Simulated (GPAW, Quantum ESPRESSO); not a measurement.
# CuI (Marshite, F-43m): the Cu K absorption edge

Aim: the Cu K edge of CuI (Marshite, F-43m) by two routes, a Lanczos recursion (XSpectra) and a sum over empty bands (GPAW), to see which features are robust.

Program: Quantum ESPRESSO 7.5. Level of theory: core-hole supercells, plane-wave PAW LDA (first program; GPAW 26.7.0 follows as the second). Results are calculated unless marked as measured.

This is a report of a sequence of runs, with most program output left out.

The database entry behind the starting cell differs from later determinations by our own check (about 0.15 % long (mineral sample)), so it need not match the best structure at ambient conditions.

## (1) Set-up

Symmetry: F-43m, No. 216, cubic system. Conventional cell: a = 6.063 Å, b = 6.063 Å, c = 6.063 Å, α = 90.00°, β = 90.00°, γ = 90.00°. Nearest to I lie 4 Cu at 2.63 Å. Cu has 4 I at 2.63 Å nearest. Farther neighbours and most contacts between anions are not listed.

## (2) The field without a hole (Quantum ESPRESSO)

The ground state comes first: it tells whether the system has a gap, which decides how the excited electron is treated.

The PAW data sets are made with ld1.x, with reconstruction data.

Contents of scf.in:

```
&control
   calculation='scf', prefix='x', pseudo_dir='../pp', outdir='tmp', tprnfor=.true.
/
&system
   ibrav=0, nat=2, ntyp=2, nbnd=13
   ecutwfc=61, ecutrho=340
   occupations='smearing', smearing='mv', degauss=0.015
/
&electrons
   conv_thr=2.0e-08, electron_maxstep=120
   mixing_beta=0.5
/
ATOMIC_SPECIES
I 1.0 I.lda-n-kjpaw.UPF
Cu3 1.0 Cu.lda-dn-kjpaw.UPF
CELL_PARAMETERS angstrom
  0.00000000 3.03150000 3.03150000
  3.03150000 0.00000000 3.03150000
  3.03150000 3.03150000 0.00000000
ATOMIC_POSITIONS crystal
I    0.00000000 0.00000000 0.00000000
Cu3  0.75000000 0.75000000 0.75000000
K_POINTS automatic
8 8 8 0 0 0
```

Command:

```sh
$ OMP_NUM_THREADS=1 mpirun --oversubscribe --bind-to none -np 4 pw.x -nk 4 -in scf.in > scf.out
```

The job ended after 8.2 s (4 MPI ranks of Arm Neoverse V1, shared host; peak memory 0.1 GiB).

Absorbing atoms carry a label of their own (element plus a letter or digit), as the spectrum program needs them as separate species.

The mesh shows a gap of 0.92 eV, so the hole is first treated in a charged cell, without the excited electron.

## (3) Spectrum without a core hole, Cu atom 2 (Quantum ESPRESSO)

Without a hole the spectrum is the empty density of states of the right symmetry on the absorber, weighted by matrix elements. It needs only the small cell and serves as the baseline.

The absorber has 4 I at 2.63 Å (tetrahedral, site symmetry -43m).

Contents of xspectra.in:

```
&input_xspectra
   calculation='xanes_dipole', edge='K'
   prefix='x', outdir='tmp', xiabs=2, xe0=5.882
   xonly_plot=.false., x_save_file='xanes.sav'
   xniter=3000, xcheck_conv=20, xerror=0.005
   xcoordcrys=.false., xepsilon(1)=1, xepsilon(2)=0, xepsilon(3)=0
/
&plot
   xnepoint=413, xemin=-10, xemax=45, terminator=.true., cut_occ_states=.true.
   xgamma=0.4
/
&pseudos
   filecore='../Cu.wfc'
/
&cut_occ
   cut_desmooth=0.1, cut_stepl=0.05, cut_stepu=0.05, cut_ierror=1e-5
/
5 5 5 0 0 0
```

Command:

```sh
$ OMP_NUM_THREADS=1 mpirun --oversubscribe --bind-to none -np 4 xspectra.x -nk 4 -in xspectra.in > xspectra.out
```

Elapsed: 28 s, on 4 MPI ranks; peak memory 0.08 GiB; 1.8 min of CPU time.

The core hole lives too briefly for so narrow a line (tabulated full width 1.6 eV). The run keeps xgamma small, and the tables are broadened afterwards: Lorentzian half width 0.78 eV up to 4 eV, rising linearly to 1.75 eV at 25 eV (not a setting of the program: the run's 0.4 eV curve was folded afterwards with a further Lorentzian).

The Cu K spectrum, Cu atom 2, no core hole (energy from the lowest empty level; intensity scaled to a mean of 1 over the first 20 eV; folded afterwards to Lorentzian half width 0.78 eV up to 4 eV, rising linearly to 1.75 eV at 25 eV; the points at xe0, where the cut of filled states can leave a spike, are interpolated):

```tsv
E (eV)	intensity
-2.0	0.08
-1.4	0.09
-0.8	0.11
-0.2	0.13
0.4	0.17
1.0	0.24
1.6	0.36
2.2	0.49
2.8	0.61
3.4	0.83
4.0	1.12
4.6	1.32
5.2	1.25
5.8	1.08
6.4	0.94
7.0	0.99
7.6	1.19
8.2	1.26
8.8	1.11
9.4	1.06
10.0	1.04
10.6	1.00
11.2	1.10
11.8	1.36
12.4	1.50
13.0	1.35
13.6	1.19
14.2	1.09
14.8	1.01
15.4	0.95
16.0	0.95
16.6	1.03
17.2	1.15
17.8	1.18
18.4	1.12
19.0	1.05
19.6	1.01
20.2	0.98
20.8	0.95
21.4	0.96
22.0	1.01
22.6	1.11
23.2	1.21
23.8	1.24
24.4	1.17
25.0	1.08
25.6	1.01
26.2	0.99
26.8	0.99
27.4	1.03
28.0	1.10
28.6	1.21
29.2	1.34
29.8	1.42
30.4	1.44
31.0	1.43
31.6	1.41
```

Main maxima below 30 eV (height): 4.6 eV (1.32), 8.0 eV (1.28), 12.4 eV (1.50), 17.7 eV (1.19) and 23.7 eV (1.24). A K edge sees empty p states on the absorber.

## (4) Reference energy of the supercell (Quantum ESPRESSO)

The photon energy needs a difference of total energies, so the cell and mesh of the coming hole run are first run without a hole.

Contents of scf.in:

```
&control
   calculation='scf', prefix='x', pseudo_dir='../pp', outdir='tmp', tprnfor=.true.
/
&system
   ibrav=0, nat=8, ntyp=2, nbnd=40
   ecutwfc=61, ecutrho=340
   occupations='fixed'
/
&electrons
   conv_thr=8.0e-08, electron_maxstep=120
   mixing_beta=0.5
/
ATOMIC_SPECIES
I 1.0 I.lda-n-kjpaw.UPF
Cu 1.0 Cu.lda-dn-kjpaw.UPF
CELL_PARAMETERS angstrom
  0.00000000 0.00000000 6.06300000
  6.06300000 0.00000000 0.00000000
  0.00000000 6.06300000 0.00000000
ATOMIC_POSITIONS crystal
I    0.00000000 0.00000000 0.00000000
I    0.00000000 0.50000000 0.50000000
I    0.50000000 0.50000000 0.00000000
I    0.50000000 0.00000000 0.50000000
Cu   0.75000000 0.75000000 0.75000000
Cu   0.75000000 0.25000000 0.25000000
Cu   0.25000000 0.25000000 0.75000000
Cu   0.25000000 0.75000000 0.25000000
K_POINTS automatic
3 3 3 0 0 0
```

Command:

```sh
$ OMP_NUM_THREADS=1 mpirun --oversubscribe --bind-to none -np 4 pw.x -nk 4 -in scf.in > scf.out
```

The job ended after 18 s (4 MPI ranks; peak memory 0.28 GiB; 73 s of CPU time).

Reference energy: -953827.051 eV with the cores included.

## (5) The atom with a core hole (Quantum ESPRESSO)

The final state has one core electron fewer, so a PAW data set is made for an atom with that hole.

Contents of Cu.lda-dn-kjpaw-1sch.ld1.in:

```
&input
   title='Cu', zed=29., rel=1, iswitch=3, dft='PZ',
   config='1s1 2s2 2p6 3s2 3p6 4s2 4p0 3d10'
/
&inputp
   file_pseudopw='Cu.lda-dn-kjpaw-1sch.UPF', author='',
   lpaw=.true.,
   pseudotype=3,
   lloc=-1,
   rcloc=1.9,
   which_augfun='PSQ',
   rmatch_augfun_nc=.true.,
   nlcc=.true.,
   new_core_ps=.true.,
   rcore=1.0,
   tm=.true.,
   zval=12,
   lgipaw_reconstruction=.true., use_paw_as_gipaw=.true.
/
6
4S  1  0  2.00  0.00  1.17  2.10  0.0
4S  1  0  0.00  6.10  1.17  2.10  0.0
4P  2  1  0.00  0.00  1.17  2.10  0.0
4P  2  1  0.00  6.30  1.17  2.10  0.0
3D  3  2  10.00  0.00  1.17  1.80  0.0
3D  3  2  0.00  -0.20  1.17  1.80  0.0
```

Command:

```sh
$ ld1.x < Cu.lda-dn-kjpaw-1sch.ld1.in > Cu.lda-dn-kjpaw-1sch.ld1.out
```

Run time: 0.73 s. Hardware: 1 MPI rank; peak memory 0.13 GiB.

Removing the core electron and adding it to the valence shell costs the free atom 8992.5 eV.

## (6) Supercell with FCH, Cu atom 2 (Quantum ESPRESSO)

The holes are 6.1 Å apart. The excited electron is left out and a uniform background balances the charge.

Edit scf.in of step 4 so:

```diff
@@ -4,5 +4,6 @@
 &system
-   ibrav=0, nat=8, ntyp=2, nbnd=40
+   ibrav=0, nat=8, ntyp=3, nbnd=40
    ecutwfc=61, ecutrho=340
    occupations='fixed'
+   tot_charge=1
 /
@@ -14,2 +15,3 @@
 I 1.0 I.lda-n-kjpaw.UPF
+Cu0 1.0 Cu.lda-dn-kjpaw-1sch.UPF
 Cu 1.0 Cu.lda-dn-kjpaw.UPF
@@ -24,3 +26,3 @@
 I    0.50000000 0.00000000 0.50000000
-Cu   0.75000000 0.75000000 0.75000000
+Cu0  0.75000000 0.75000000 0.75000000
 Cu   0.75000000 0.25000000 0.25000000
```

Command:

```sh
$ OMP_NUM_THREADS=1 mpirun --oversubscribe --bind-to none -np 4 pw.x -nk 4 -in scf.in > scf.out
```

It took 25 s on 4 MPI ranks; peak memory 0.29 GiB.

Energy with the hole: -944837.379 eV, cores included.

## (7) Spectrum with FCH, Cu atom 2 (Quantum ESPRESSO)

The Lanczos recursion gives the spectrum without computing empty bands; each polarisation needs a run of its own on the full k mesh. xe0 is set between filled and empty states, and states below it are cut. The file of filecore holds the core orbital, taken from the hole-free data set.

Edit xspectra.in of step 3 so:

```diff
@@ -2,3 +2,3 @@
    calculation='xanes_dipole', edge='K'
-   prefix='x', outdir='tmp', xiabs=2, xe0=5.882
+   prefix='x', outdir='tmp', xiabs=2, xe0=5.7378
    xonly_plot=.false., x_save_file='xanes.sav'
@@ -17,2 +17,2 @@
 /
-5 5 5 0 0 0
+3 3 3 0 0 0
```

Command:

```sh
$ OMP_NUM_THREADS=1 mpirun --oversubscribe --bind-to none -np 4 xspectra.x -nk 4 -in xspectra.in > xspectra.out
```

Wall time 55 s (4 MPI ranks); peak memory 0.21 GiB.

The Cu K spectrum, Cu atom 2, full core hole (charged cell) (energy from the lowest empty level; intensity scaled to a mean of 1 over the first 20 eV; folded afterwards to Lorentzian half width 0.78 eV up to 4 eV, rising linearly to 1.75 eV at 25 eV; the points at xe0, where the cut of filled states can leave a spike, are interpolated):

```tsv
E (eV)	intensity
-2.0	0.09
-1.5	0.10
-1.0	0.12
-0.5	0.15
0.0	0.18
0.5	0.24
1.0	0.33
1.5	0.46
2.0	0.64
2.5	0.85
3.0	1.11
3.5	1.31
4.0	1.45
4.5	1.57
5.0	1.44
5.5	1.21
6.0	1.14
6.5	1.14
7.0	1.06
7.5	0.97
8.0	0.97
8.5	1.05
9.0	1.07
9.5	1.07
10.0	1.14
10.5	1.18
11.0	1.17
11.5	1.16
12.0	1.13
12.5	1.08
13.0	1.02
13.5	0.99
14.0	1.01
14.5	1.03
15.0	1.03
15.5	1.02
16.0	0.97
16.5	0.91
17.0	0.87
17.5	0.86
18.0	0.88
18.5	0.91
19.0	0.93
19.5	0.94
20.0	0.95
20.5	0.97
21.0	0.98
21.5	0.98
22.0	0.98
22.5	0.99
23.0	1.02
23.5	1.02
24.0	1.01
24.5	1.00
25.0	0.98
25.5	0.96
26.0	0.94
26.5	0.94
27.0	0.96
27.5	1.00
28.0	1.07
28.5	1.16
29.0	1.25
29.5	1.30
30.0	1.30
30.5	1.26
31.0	1.21
31.5	1.16
32.0	1.13
```

Main maxima below 30 eV (height): 4.5 eV (1.57), 10.7 eV (1.18), 14.8 eV (1.03), 23.3 eV (1.02) and 29.8 eV (1.31). 

The hole costs E(hole) − E(ground) = 8989.67 eV, and the lowest empty level of the hole cell lies at 6.16 eV, which puts the zero at 8995.84 eV. One term is added: -29.79 eV, since the hole is spin-paired here and a spin-polarised one costs that much less in the free atom (computed apart). The photon energy is then 8966.05 eV. The tabulated edge of the element is 8979 eV. The functional and the charged cell's background leave an error in such absolute values: in the free atom LDA prices this hole 18.3 eV below PBE (computed apart), and PBE is itself good to a few eV.

## (8) Supercell with XCH, Cu atom 2 (Quantum ESPRESSO)

The holes are 6.1 Å apart. The excited electron is kept in the cell, where it fills the lowest empty states and screens the hole.

Changed against the first core-hole run: core hole to XCH.

Edit scf.in of step 6 so:

```diff
@@ -4,6 +4,5 @@
 &system
-   ibrav=0, nat=8, ntyp=3, nbnd=40
+   ibrav=0, nat=8, ntyp=3, nbnd=45
    ecutwfc=61, ecutrho=340
-   occupations='fixed'
-   tot_charge=1
+   occupations='smearing', smearing='gaussian', degauss=0.003
 /
```

Command:

```sh
$ OMP_NUM_THREADS=1 mpirun --oversubscribe --bind-to none -np 4 pw.x -nk 4 -in scf.in > scf.out
```

It took 24 s on 4 MPI ranks; peak memory 0.29 GiB.

Energy with the hole: -944830.162 eV, cores included.

## (9) Excitation energy, Cu atom 2 (Quantum ESPRESSO)

With the excited electron kept in the cell the system stays neutral, and the energy difference is an excitation energy by itself. In a small cell that electron takes up a good share of the lowest empty band, or all of one, which shifts the value from the true onset.

The total-energy difference is 8996.89 eV. With the free-atom term of -29.79 eV for this edge, the photon energy is 8967.10 eV.

## (10) The field without a hole (GPAW)

The second program starts from its own ground state, on the same cell and functional.

Contents of scf.py:

```python
import numpy as np
from ase import Atoms
from ase.parallel import parprint, paropen
from gpaw import GPAW, PW, FermiDirac, Mixer, MixerDif, setup_paths
from gpaw.test import gen
setup_paths.insert(0, '.')
gen('Cu', name='nch1s', xcname='LDA', corehole=(1, 0, 0), write_xml=True)
from gpaw.mpi import world
world.barrier()

atoms = Atoms('ICu',
    cell=[[0, 3.0315, 3.0315],
     [3.0315, 0, 3.0315],
     [3.0315, 3.0315, 0]],
    scaled_positions=[[0, 0, 0],
     [0.75, 0.75, 0.75]],
    pbc=True)
atoms.calc = calc = GPAW(legacy_gpaw=True, mode=PW(500, force_complex_dtype=True), xc='LDA', setups={1: 'nch1s'},
    kpts={'size': (7, 7, 7), 'gamma': True}, occupations=FermiDirac(0.05),
    charge=0, mixer=Mixer(0.1, 5, 50), maxiter=150,
    convergence={'density': 0.0001, 'eigenstates': 1e-6}, txt='scf.txt')
energy = atoms.get_potential_energy() + calc.get_reference_energy()
ef = calc.get_fermi_level()
out = dict(energy=energy, fermi=ef, forces=atoms.get_forces().tolist())
parprint(f'all-electron energy {energy:.4f} eV, Fermi level {ef:.4f} eV')
ev = np.array([[calc.get_eigenvalues(k, s) for k in range(len(calc.get_ibz_k_points()))] for s in range(calc.get_number_of_spins())])
out['homo'], out['lumo'], out['counts'] = ev[ev < ef].max(), ev[ev > ef].min(), sorted(set((ev < ef).sum((0, 2)).tolist()))
out['filled'] = (ev[:, 0] < ef).sum(1).tolist()
import json
with paropen('out.json', 'w') as f:
    json.dump(out, f)
```

Command:

```sh
$ OMP_NUM_THREADS=1 mpirun -n 4 gpaw python scf.py
```

Elapsed: 9.1 s, on 4 MPI ranks; peak memory 0.17 GiB; 36 s of CPU time.

The mesh shows a gap of 0.96 eV, so the hole is first treated in a charged cell, without the excited electron.

## (11) Spectrum without a core hole, Cu atom 2 (GPAW)

Without a hole the spectrum is the empty density of states of the right symmetry on the absorber, weighted by matrix elements. It needs only the small cell and serves as the baseline. The data set with a hole of occupation 0 only carries the core orbital.

Contents of xas.py:

```python
import numpy as np
from ase import Atoms
from ase.parallel import parprint, paropen
from gpaw import GPAW, PW, FermiDirac, Mixer, MixerDif, setup_paths
from gpaw.test import gen
setup_paths.insert(0, '.')
gen('Cu', name='nch1s', xcname='LDA', corehole=(1, 0, 0), write_xml=True)
from gpaw.mpi import world
world.barrier()

atoms = Atoms('ICu',
    cell=[[0, 3.0315, 3.0315],
     [3.0315, 0, 3.0315],
     [3.0315, 3.0315, 0]],
    scaled_positions=[[0, 0, 0],
     [0.75, 0.75, 0.75]],
    pbc=True)
atoms.calc = calc = GPAW(legacy_gpaw=True, mode=PW(500, force_complex_dtype=True), xc='LDA', setups={1: 'nch1s'},
    kpts={'size': (7, 7, 7), 'gamma': True}, occupations=FermiDirac(0.02),
    charge=0, mixer=Mixer(0.1, 5, 50), maxiter=150,
    convergence={'density': 0.0001, 'eigenstates': 1e-6}, txt='scf.txt')
energy = atoms.get_potential_energy() + calc.get_reference_energy()
ef = calc.get_fermi_level()
out = dict(energy=energy, fermi=ef, forces=atoms.get_forces().tolist())
parprint(f'all-electron energy {energy:.4f} eV, Fermi level {ef:.4f} eV')
ev = np.array([[calc.get_eigenvalues(k, s) for k in range(len(calc.get_ibz_k_points()))] for s in range(calc.get_number_of_spins())])
out['homo'], out['lumo'], out['counts'] = ev[ev < ef].max(), ev[ev > ef].min(), sorted(set((ev < ef).sum((0, 2)).tolist()))
out['filled'] = (ev[:, 0] < ef).sum(1).tolist()

from ase.units import Ha
from gpaw.xas import dipole_matrix_elements
nb = int(calc.get_number_of_electrons() / 2) + 36
top = nb
nscf = calc.fixed_density(kpts={'size': (6, 6, 6), 'gamma': True},
    convergence={'eigenstates': 1.0}, txt='nscf.txt')
nscf.diagonalize_full_hamiltonian(nbands=nb)
cell = atoms.cell.array
ops = [cell.T @ U.T @ np.linalg.inv(cell.T) for U in nscf.wfs.kd.symmetry.op_scc]
filled = [9]  # bands filled in the ground state, by spin
E = np.arange(-25, 34, 0.1)
fwhm = np.interp(E, [4, 25], [1.55, 3.5])
Y, X, zero, highest = 0, 0, 1e9, 1e9
for spin in range(nscf.get_number_of_spins()):
    wfs = nscf.wfs
    A = dipole_matrix_elements(wfs.setups[1])
    eps = np.zeros((wfs.kd.nibzkpts, nb))
    d = np.zeros((3, A.shape[1], wfs.kd.nibzkpts, nb), complex)
    for kpt in wfs.kpt_u:
        if kpt.s == spin and 1 in kpt.P_ani:
            eps[kpt.k] = kpt.eps_n * Ha
            d[:, :, kpt.k] = (kpt.weight * wfs.nspins / 2) ** 0.5 * np.inner(A, kpt.P_ani[1])
    world.sum(eps)
    world.sum(d)
    T = np.einsum('amkn,bmkn->abkn', d, d.conj()).real
    T = sum(np.einsum('ai,ijkn,bj->abkn', R, T, R) for R in ops) / len(ops)
    empty = np.ones_like(eps, bool) & (np.arange(nb) >= filled[spin])
    zero, highest = min(zero, eps[empty].min()), min(highest, eps[:, top - 1].min())
    lines = [(eps, T, empty)] if spin == 0 else lines + [(eps, T, empty)]
for eps, T, empty in lines:
    f = np.einsum('aakn->akn', T).reshape(3, -1)
    x = eps.ravel() - zero
    w = np.interp(x, E, fwhm) / 2.35482
    g = np.exp(-0.5 * ((E[:, None] - x) / w) ** 2) / (w * (2 * np.pi) ** 0.5)
    Y = Y + (f * empty.ravel()) @ g.T
    X = X + (f * ~empty.ravel()) @ g.T
out.update(E=E.round(2).tolist(), xas=Y.tolist(), xes=X.tolist(), zero=zero, valid=highest - zero, nk=len(eps), nb=nb)
for i in range(0, len(E), 10):
    parprint(f'{E[i]:7.2f}', *(f'{v:10.3e}' for v in Y[:, i]))
import json
with paropen('out.json', 'w') as f:
    json.dump(out, f)
```

Command:

```sh
$ OMP_NUM_THREADS=1 mpirun -n 4 gpaw python xas.py
```

It took 42 s on 4 MPI ranks; peak memory 0.43 GiB; 2.8 min of CPU time.

The Cu K spectrum, Cu atom 2, no core hole (energy from the lowest empty level; intensity scaled to a mean of 1 over the first 20 eV):

```tsv
E (eV)	intensity
-2.0	0.00
-1.5	0.00
-1.0	0.00
-0.5	0.00
0.0	0.01
0.5	0.04
1.0	0.10
1.5	0.22
2.0	0.36
2.5	0.50
3.0	0.68
3.5	0.96
4.0	1.29
4.5	1.53
5.0	1.53
5.5	1.32
6.0	1.14
6.5	1.11
7.0	1.14
7.5	1.12
8.0	1.04
8.5	0.99
9.0	0.99
9.5	1.04
10.0	1.14
10.5	1.27
11.0	1.39
11.5	1.41
12.0	1.34
12.5	1.20
13.0	1.09
13.5	1.08
14.0	1.15
14.5	1.22
15.0	1.23
15.5	1.16
16.0	1.04
16.5	0.92
17.0	0.84
17.5	0.84
18.0	0.89
18.5	0.95
19.0	1.01
19.5	1.03
20.0	1.02
20.5	1.00
21.0	0.97
21.5	0.94
22.0	0.94
22.5	0.96
23.0	1.01
23.5	1.06
24.0	1.09
24.5	1.10
25.0	1.06
25.5	1.01
26.0	0.94
26.5	0.88
27.0	0.86
27.5	0.89
28.0	0.96
28.5	1.05
29.0	1.13
29.5	1.18
30.0	1.19
30.5	1.15
31.0	1.09
31.5	1.03
32.0	0.98
```

Main maxima below 30 eV (height): 4.8 eV (1.57), 7.2 eV (1.15), 11.4 eV (1.42), 14.8 eV (1.24), 24.4 eV (1.10) and 29.8 eV (1.19). 

The same matrix elements for filled bands give the Cu K emission of Cu atom 2 (ground-state approximation; energy from the lowest empty level, largest value 1):

```tsv
E (eV)	emission
-24.00	0.00
-23.25	0.00
-22.50	0.00
-21.75	0.00
-21.00	0.00
-20.25	0.00
-19.50	0.00
-18.75	0.00
-18.00	0.00
-17.25	0.00
-16.50	0.00
-15.75	0.02
-15.00	0.09
-14.25	0.13
-13.50	0.06
-12.75	0.01
-12.00	0.00
-11.25	0.00
-10.50	0.00
-9.75	0.00
-9.00	0.00
-8.25	0.00
-7.50	0.03
-6.75	0.14
-6.00	0.42
-5.25	0.88
-4.50	0.89
-3.75	0.36
-3.00	0.31
-2.25	0.58
-1.50	0.49
-0.75	0.16
0.00	0.02
0.75	0.00
1.50	0.00
2.25	0.00
3.00	0.00
```

Emission maxima: -14.4 eV (0.14), -4.8 eV (1.00) and -2.0 eV (0.61).

## (12) Supercell without a hole, the energy reference (GPAW)

Total energies of two programs can't be mixed, so the cell and mesh of GPAW's hole run get a reference energy of their own.

Edit scf.py of step 10 so:

```diff
@@ -10,11 +10,17 @@
 
-atoms = Atoms('ICu',
-    cell=[[0, 3.0315, 3.0315],
-     [3.0315, 0, 3.0315],
-     [3.0315, 3.0315, 0]],
+atoms = Atoms('I4Cu4',
+    cell=[[0, 0, 6.063],
+     [6.063, 0, 0],
+     [0, 6.063, 0]],
     scaled_positions=[[0, 0, 0],
-     [0.75, 0.75, 0.75]],
+     [0, 0.5, 0.5],
+     [0.5, 0.5, 0],
+     [0.5, 0, 0.5],
+     [0.75, 0.75, 0.75],
+     [0.75, 0.25, 0.25],
+     [0.25, 0.25, 0.75],
+     [0.25, 0.75, 0.25]],
     pbc=True)
-atoms.calc = calc = GPAW(legacy_gpaw=True, mode=PW(500, force_complex_dtype=True), xc='LDA', setups={1: 'nch1s'},
-    kpts={'size': (7, 7, 7), 'gamma': True}, occupations=FermiDirac(0.05),
+atoms.calc = calc = GPAW(legacy_gpaw=True, mode=PW(500, force_complex_dtype=True), xc='LDA', setups={4: 'nch1s'},
+    kpts={'size': (3, 3, 3), 'gamma': True}, occupations=FermiDirac(0.02),
     charge=0, mixer=Mixer(0.1, 5, 50), maxiter=150,
```

Command:

```sh
$ OMP_NUM_THREADS=1 mpirun -n 4 gpaw python scf.py
```

Run time: 19 s. Hardware: 4 MPI ranks; peak memory 0.21 GiB.

Reference energy: -953365.562 eV with the cores included.

[end of part 1 of 2]

[Logs are printed without paths, hosts, clocks, repeated set-up lines and the standing remarks that a program may print on its own settings, such as how far it seeks lower states.]

[Hosts, paths, dates, database ids (printed as entryN), source tags and the programs' standing remarks are cut or masked in the printed files.]

[Lists of maxima count a maximum above −3 eV only where it reaches 4 % of the highest in the window and stands out from its surroundings by 2 % of it (1.5 % where it reaches 55 %); shoulders and weaker maxima are passed over, and of the rest the first, up to two pre-edge ones and the few strongest are named.]
